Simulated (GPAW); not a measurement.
**KNaCl2 (R-3m): one start, several treatments of the self-energy**

Wanted: the gap of KNaCl2 (R-3m) under several approximations, with cost.

Method: LDA and many-body steps on it, plane waves, in GPAW 26.7.0.

### 1. Set-up

It takes space group R-3m (No. 166, trigonal). Conventional cell: a = 4.173 Å, b = 4.173 Å, c = 20.848 Å, α = 90.00°, β = 90.00°, γ = 120.00°. K has 6 Cl at 3.09 Å nearest. Nearest to Na lie 6 Cl at 2.86 Å. Nearest to Cl lie 3 Na at 2.86 Å and 3 K at 3.09 Å. Farther neighbours and most contacts between anions are not listed.

Coordinates:

```cif
data_structure
_symmetry_space_group_name_H-M 'P 1'
_symmetry_Int_Tables_number 1
_cell_length_a 7.3552
_cell_length_b 7.3552
_cell_length_c 7.3552
_cell_angle_alpha 32.957
_cell_angle_beta 32.957
_cell_angle_gamma 32.957
_cell_volume 104.79
loop_
_atom_site_label
_atom_site_type_symbol
_atom_site_fract_x
_atom_site_fract_y
_atom_site_fract_z
_atom_site_occupancy
K1 K 0.50000 0.50000 0.50000 1
Na2 Na 0.00000 0.00000 0.00000 1
Cl3 Cl 0.74047 0.74047 0.74047 1
Cl4 Cl 0.25953 0.25953 0.25953 1
```

The cell and positions are those that the Materials Project relaxed with its own functionals (PBE, PBE+U or r2SCAN), kept fixed.

### 2. Empty states on the mesh, 4×4×4 mesh, 180 bands

This step: GPAW 26.7.0; DFT, LDA, plane waves, PAW.

The sums over transitions need many empty states on a uniform mesh; this step solves for them.

File run.py:

```python
import json
import numpy as np
from gpaw.mpi import world
from gpaw import GPAW

calc = GPAW('gs.gpw').fixed_density(kpts={'size': (4, 4, 4), 'gamma': True},
    parallel={'domain': 1, 'band': 1},
    txt='nscf.txt')
calc.diagonalize_full_hamiltonian(nbands=180)
calc.write('full.gpw', mode='all')
res = {}
kpts = calc.get_ibz_k_points()
res['kpts'] = kpts
res['eigenvalues'] = [calc.get_eigenvalues(kpt=k) for k in range(len(kpts))]
res['n_electrons'] = calc.get_number_of_electrons()

if world.rank == 0:
    with open('result.json', 'w') as f:
        json.dump(res, f, default=lambda x: x.tolist())
```

The run is started by

```bash
> mpirun -n 4 gpaw python run.py
```

Numbers of over 12 decimals in the logs are rounded to 6 here.

Log:

```text
Diagonalizing LCAO Hamiltonian
Converting LCAO to pw mode
convergence criteria:
- Maximum integral of absolute [eigenst]ate change: 4e-08 eV^2 / valence electron
maximum number of iterations: 100

SCF iterations
|iter     |     time |      energy | eigst |  dens |
|iter:   1|  |             | +0.81 |       |
|iter:   2|  |             | +0.19 |       |
|iter:   3|  |             | -0.77 |       |
[...]
|iter:  21|  |             | -7.07 |       |
|iter:  22|  |             | -7.32 |       |
|iter:  23|  |             | -7.59c|       |
SCF steps: 23
  __  _  _
 | _ |_)|_||  |
 |__||  | ||/\| - 26.7.0

Input parameters:
  mode=PW(ecut=450.000000),
  convergence={'density': 1e-06, 'bands': -3},
  gpts=array([36, 36, 36]),
  kpts=MonkhorstPack(size=(4, 4, 4), gamma=True),
  maxiter=100,
  nbands=23,
  occupations=Occupations(name='fermi-dirac', width=0.001, fixmagmom=False),
  parallel={'domain': 1, 'band': 1},
  xc=XC(name='LDA')
Matrix size: 2293x2293
# Writing to full.gpw (mode='all')
  [... matrices ...]

timing:  # [seconds]
  Total: 82.976  # ━━━━━━━━━━━━━━━━━━━━━━━━━━━━━━━━━━━━━━━━━━━━━━━━━━━━━━━━━━
```

Elapsed: 1.9 min, on 4 MPI ranks of Arm Neoverse N1, shared host; peak memory 2.4 GiB.

This step gave:

```
gap                                                           : 4.696 eV
k of the valence top                                          : 0, 0, 0
k of the conduction bottom                                    : 0, 0, 0
least direct gap                                              : 4.696 eV
k points computed                                             : 13
lowest point of the top converged band, above the valence top : 73.2555 eV
```

On this mesh the gap is 4.696 eV.

### 3. G0W0, Godby-Needs plasmon pole

G0W0 replaces the xc potential by the self-energy, built once from these orbitals. Only a window of levels is corrected, while the sums run over the empty bands that the input names.

This step: G0W0 on LDA, plane waves, PAW.

File run.py:

```python
import json
import numpy as np
from gpaw.mpi import world
from gpaw.response.g0w0 import G0W0

gw = G0W0('full.gpw',
    filename='gw',
    kpts=[0],
    bands=(13, 17),
    ecut=48,
    nbands=79,
    integrate_gamma='WS',
    ppa=True)
gw.calculate()
res = {mode: {k: v for k, v in r.items() if k != 'sigma_eskwn'}
       for mode, r in gw.all_results.items()}

if world.rank == 0:
    with open('result.json', 'w') as f:
        json.dump(res, f, default=lambda x: x.tolist())
```

The run is started by

```bash
> mpirun -n 4 gpaw python run.py
```

Log:

```text
Using integrator: PointIntegrator
FrequencyGridDescriptor(from 0.000+0.000j to 0.000+27.211j eV, 2 points)
Nonperiodic BCs:  [False False False]
Using integrator: PointIntegrator
FrequencyGridDescriptor(from 0.000+0.000j to 0.000+27.211j eV, 2 points)
Nonperiodic BCs:  [False False False]
  ___  _ _ _
 |   || | | |
 | | || | | |
 |__ ||_____|
 |___|

BZ k-points: Symmetries present (total): 12

  [... matrices ...]
64 k-points: 4 x 4 x 4 Monkhorst-Pack grid + [1/8,1/8,1/8]
13 k-points in the irreducible part of the Brillouin zone
       k-points in crystal coordinates                weights
   0:     0.00000000    0.00000000    0.00000000          1/64
   1:     0.25000000    0.00000000   -0.25000000          6/64
   2:     0.25000000    0.00000000    0.00000000          6/64
   3:     0.25000000    0.25000000   -0.25000000          6/64
   4:     0.25000000    0.25000000    0.00000000          6/64
   5:     0.25000000    0.25000000    0.25000000          2/64
   6:     0.50000000    0.00000000    0.00000000          3/64
   7:     0.50000000    0.25000000   -0.25000000          6/64
   8:     0.50000000    0.25000000    0.00000000         12/64
   9:     0.50000000    0.25000000    0.25000000          6/64
          ...
  12:     0.50000000    0.50000000    0.50000000          1/64

Distributing spins, k-points and bands (1 x 1 x 4) over 4 processes
Number of blocks: 1

Quasi particle states:
k-points (IBZ indices): [0]
Band range: (13, 17)
  [... matrices ...]
Computational parameters:
Plane wave cut-off: 48 eV
Number of bands: 79
Coulomb cutoff: None
Broadening: 0.1 eV

fxc modes: GW
Kernel: RPA
Using Godby-Needs plasmon-pole approximation:
  Fitting energy: i*E0, E0 = 1.000 Hartree
Summing all q:

Calculating screened Coulomb potential
No Coulomb truncation
FrequencyGridDescriptor(from 0.000+0.000j to 0.000+27.211j eV, 2 points)
Removing empty qpoint cache files...

Calculating chi0 body with:
    Ground state adapter containing:
    Number of spins: 1
    Number of kpoints: 64
    Number of irreducible kpoints: 13
    Number of completely occupied states: 15
    Number of partially occupied states: 15
    Occupied states memory: 10.6787109375 M / cpu

    Linear response parametrization:
    q_c: [0.0, 0.0, 0.0]
    Number of frequency points: 2
    Planewave cutoff: 48.0
    Number of bands: 79
    Number of planewaves: 91
    Broadening (eta): 1e-06
    comm.size: 4
    kncomm.size: 4
    blockcomm.size: 1

    Memory estimate of potentially large arrays:
        chi0_wGG: 0.252716 M / cpu
Integrating chi0 body.

Symmetries of q_c:
    Direct symmetries (Uq -> q): 12
    Indirect symmetries (TUq -> q): 0
In total 12 allowed symmetries.

  [... matrices ...]
13 groups of equivalent kpoints. 79.6875% reduction.

Integral kind: response function
Integrating chi0 head and wings.

Symmetries of q_c:
    Direct symmetries (Uq -> q): 12
    Indirect symmetries (TUq -> q): 0
In total 12 allowed symmetries.

  [... matrices ...]
13 groups of equivalent kpoints. 79.6875% reduction.

Integral kind: response function wings

Calculating chi0 body with:
    Ground state adapter containing:
    Number of spins: 1
    Number of kpoints: 64
    Number of irreducible kpoints: 13
    Number of completely occupied states: 15
    Number of partially occupied states: 15
    Occupied states memory: 10.6787109375 M / cpu

    Linear response parametrization:
[... the further q-points ...]

Results:
f:      Occupation numbers
eps:     KS-eigenvalues [eV]
vxc:     KS vxc [eV]
exx:     Exact exchange [eV]
sigma:   Self-energies [eV]
dsigma:  Self-energy derivatives
Z:       Renormalization factors
qp:      QP-energies [eV]

k-point 0 (0): (0.000, 0.000, 0.000)                GW
band       f     eps     vxc     exx   sigma  dsigma       Z      qp
                                                                   GW
  13   1.000  -0.502 -16.703 -20.906   2.547  -0.218   0.821  -1.861
  14   1.000  -0.497 -16.732 -20.919   2.537  -0.218   0.821  -1.852
  15   0.000   4.199  -9.312  -4.908  -2.816  -0.147   0.872   5.583
  16   0.000   6.516  -8.667  -4.153  -2.814  -0.150   0.870   7.995
```

Elapsed: 3.1 min, on 4 MPI ranks; peak memory 2 GiB; 12 min of CPU time.

Numbers from this step:

```yaml
g0w0_gap_on_the_points_computed: 7.435 eV
least_direct_g0w0_gap_on_the_computed_points: 7.435 eV
z_at_the_valence_top: 0.8210
z_at_the_conduction_bottom: 0.8716
starting_gap_on_the_mesh: 4.696 eV
k_of_the_valence_top: 0, 0, 0
k_of_the_conduction_bottom: 0, 0, 0
```

The gap on the mesh goes from 4.70 eV to 7.44 eV, a correction of +2.74 eV.

### 4. One-shot HSE06

This step: one-shot HSE06 levels on LDA orbitals, plane waves, PAW.

File run.py:

```python
import json
import numpy as np
from gpaw.mpi import world
from gpaw.hybrids.eigenvalues import non_self_consistent_eigenvalues

dft, vxc, vxc_hyb = non_self_consistent_eigenvalues('full.gpw', 'HSE06', 13, 17, kpt_indices=[0])
res = {'dft': dft[0], 'hybrid': (dft - vxc + vxc_hyb)[0]}
if world.rank == 0:
    with open('hybrid.txt', 'w') as f:
        for k, e0, e1 in zip([0], res['dft'], res['hybrid']):
            print(k, ' '.join(f'{x:9.4f}' for x in e0), '|', ' '.join(f'{x:9.4f}' for x in e1), file=f)

if world.rank == 0:
    with open('result.json', 'w') as f:
        json.dump(res, f, default=lambda x: x.tolist())
```

The run is started by

```bash
> mpirun -n 4 gpaw python run.py
```

Log:

```text
builder.py:213: UserWarning: The angles between your unit-cell vectors are 33.0, 33.0 and 33.0 degrees.  Results may be wrong!  Please Niggli-reduce your unit-cell so that the angles are closer to 90 degrees:

  from ase.build import niggli_reduce
  niggli_reduce(atoms)
  [... matrices ...]
  warnings.warn(
builder.py:213: UserWarning: The angles between your unit-cell vectors are 33.0, 33.0 and 33.0 degrees.  Results may be wrong!  Please Niggli-reduce your unit-cell so that the angles are closer to 90 degrees:

  from ase.build import niggli_reduce
  niggli_reduce(atoms)
  [... matrices ...]
  warnings.warn(
builder.py:213: UserWarning: The angles between your unit-cell vectors are 33.0, 33.0 and 33.0 degrees.  Results may be wrong!  Please Niggli-reduce your unit-cell so that the angles are closer to 90 degrees:

  from ase.build import niggli_reduce
  niggli_reduce(atoms)
  [... matrices ...]
  warnings.warn(
builder.py:213: UserWarning: The angles between your unit-cell vectors are 33.0, 33.0 and 33.0 degrees.  Results may be wrong!  Please Niggli-reduce your unit-cell so that the angles are closer to 90 degrees:

  from ase.build import niggli_reduce
  niggli_reduce(atoms)
  [... matrices ...]
  warnings.warn(
IBZ(<points: 13, symmetries: 12>)
Occupied bands: 15
Transforming wave functions from IBZ to BZ: 0.061 seconds
Distributing wave functions and iFFT-ing to real space: 0.761 seconds
Calculating eigenvalues:
  k-points: 1
  Bands: 13-16 (inclusive)
  Seconds: 1.675 (wave-function broadcasting: 0.011 seconds)
HSE06-eigenvalue shifts:
  min: -0.925 eV
  ave: -0.050 eV
  max: 0.832 eV
```

Wall time 6.9 s (4 MPI ranks); peak memory 1.5 GiB; 27 s of CPU time.

This step gave:

| Property | Result |
| --- | --- |
| starting gap on the mesh | 4.696 eV |
| hybrid gap on the mesh | 6.452 eV |
| least direct hybrid gap on the computed points | 6.452 eV |

### 5. G0W0, extrapolated in the cutoff

This step: G0W0 on LDA, plane waves, PAW.

File run.py:

```python
import json
import numpy as np
from gpaw.mpi import world
from gpaw.response.g0w0 import G0W0

gw = G0W0('full.gpw',
    filename='gw',
    kpts=[0],
    bands=(13, 17),
    ecut=80.0,
    integrate_gamma='WS',
    ppa=True,
    ecut_extrapolation=True)
gw.calculate()
res = {mode: {k: v for k, v in r.items() if k != 'sigma_eskwn'}
       for mode, r in gw.all_results.items()}

if world.rank == 0:
    with open('result.json', 'w') as f:
        json.dump(res, f, default=lambda x: x.tolist())
```

The run is started by

```bash
> mpirun -n 4 gpaw python run.py
```

Log:

```text
Using integrator: PointIntegrator
FrequencyGridDescriptor(from 0.000+0.000j to 0.000+27.211j eV, 2 points)
Nonperiodic BCs:  [False False False]
Using integrator: PointIntegrator
FrequencyGridDescriptor(from 0.000+0.000j to 0.000+27.211j eV, 2 points)
Nonperiodic BCs:  [False False False]
  ___  _ _ _
 |   || | | |
 | | || | | |
 |__ ||_____|
 |___|

BZ k-points: Symmetries present (total): 12

  [... matrices ...]
64 k-points: 4 x 4 x 4 Monkhorst-Pack grid + [1/8,1/8,1/8]
13 k-points in the irreducible part of the Brillouin zone
       k-points in crystal coordinates                weights
   0:     0.00000000    0.00000000    0.00000000          1/64
   1:     0.25000000    0.00000000   -0.25000000          6/64
   2:     0.25000000    0.00000000    0.00000000          6/64
[...]
9:     0.50000000    0.25000000    0.25000000          6/64
          ...
  12:     0.50000000    0.50000000    0.50000000          1/64

Distributing spins, k-points and bands (1 x 1 x 4) over 4 processes
Number of blocks: 1

Quasi particle states:
k-points (IBZ indices): [0]
Band range: (13, 17)
  [... matrices ...]
Computational parameters:
Extrapolating to infinite plane wave cut-off using points at:
  68.942 eV
  73.959 eV
  80.000 eV
Number of bands: 170
Coulomb cutoff: None
Broadening: 0.1 eV

fxc modes: GW
Kernel: RPA
Using Godby-Needs plasmon-pole approximation:
  Fitting energy: i*E0, E0 = 1.000 Hartree
Summing all q:

Calculating screened Coulomb potential
No Coulomb truncation
FrequencyGridDescriptor(from 0.000+0.000j to 0.000+27.211j eV, 2 points)
Removing empty qpoint cache files...

Calculating chi0 body with:
    Ground state adapter containing:
    Number of spins: 1
    Number of kpoints: 64
    Number of irreducible kpoints: 13
    Number of completely occupied states: 15
    Number of partially occupied states: 15
    Occupied states memory: 10.6787109375 M / cpu

    Linear response parametrization:
    q_c: [0.0, 0.0, 0.0]
    Number of frequency points: 2
    Planewave cutoff: 80.0
    Number of bands: 170
    Number of planewaves: 149
    Broadening (eta): 1e-06
    comm.size: 4
    kncomm.size: 4
    blockcomm.size: 1

    Memory estimate of potentially large arrays:
        chi0_wGG: 0.677521 M / cpu
Integrating chi0 body.

Symmetries of q_c:
    Direct symmetries (Uq -> q): 12
    Indirect symmetries (TUq -> q): 0
In total 12 allowed symmetries.

  [... matrices ...]
13 groups of equivalent kpoints. 79.6875% reduction.

Integral kind: response function
Integrating chi0 head and wings.

Symmetries of q_c:
    Direct symmetries (Uq -> q): 12
    Indirect symmetries (TUq -> q): 0
In total 12 allowed symmetries.

  [... matrices ...]
13 groups of equivalent kpoints. 79.6875% reduction.

Integral kind: response function wings

Calculating chi0 body with:
    Ground state adapter containing:
    Number of spins: 1
    Number of kpoints: 64
    Number of irreducible kpoints: 13
    Number of completely occupied states: 15
    Number of partially occupied states: 15
    Occupied states memory: 10.6787109375 M / cpu

[... the further q-points ...]
Extrapolating selfenergy to infinite energy cutoff:
  Performing linear fit to 3 points
  Minimum R^2 = 0.9803. (R^2 Should be close to 1)
  [... matrices ...]
Results:
f:      Occupation numbers
eps:     KS-eigenvalues [eV]
vxc:     KS vxc [eV]
exx:     Exact exchange [eV]
sigma:   Self-energies [eV]
dsigma:  Self-energy derivatives
Z:       Renormalization factors
qp:      QP-energies [eV]

k-point 0 (0): (0.000, 0.000, 0.000)                GW
band       f     eps     vxc     exx   sigma  dsigma       Z      qp
                                                                   GW
  13   1.000  -0.502 -16.703 -20.906   1.896  -0.238   0.808  -2.365
  14   1.000  -0.497 -16.732 -20.919   1.892  -0.240   0.807  -2.349
  15   0.000   4.199  -9.312  -4.908  -3.040  -0.153   0.867   5.382
  16   0.000   6.516  -8.667  -4.153  -3.112  -0.153   0.867   7.732
```

Elapsed: 9.6 min, on 4 MPI ranks; peak memory 2 GiB; 38 min of CPU time.

Numbers from this step:

- quasiparticle gap on the points computed: 7.730 eV
- least direct quasiparticle gap on the computed points: 7.730 eV
- Z at the valence top: 0.8068
- Z at the conduction bottom: 0.8670
- starting gap on the mesh: 4.696 eV
- k of the valence top: 0, 0, 0
- k of the conduction bottom: 0, 0, 0
- gaps at the cutoffs of the extrapolation: 7.502, 7.523, 7.548 eV

Against G0W0 in GPAW (4×4×4 mesh, 79 bands, screening to 48 eV, Godby-Needs plasmon pole), the gap moves by +0.295 eV.

(Part 1 of 2 ends here.)

[Paths, hosts, dates, memory and timing lines, banners, echoed tables and standing remarks are left out of the program output.]

[Logs are printed without paths, hosts, clocks, repeated set-up lines and the standing remarks that a program may print on its own settings, such as how far it seeks lower states.]

[Runs of the session that timed out or met a known fault of the program may be left out.]

[Hosts, paths, dates, database ids (printed as entryN), source tags and the programs' standing remarks are cut or masked in the printed files.]
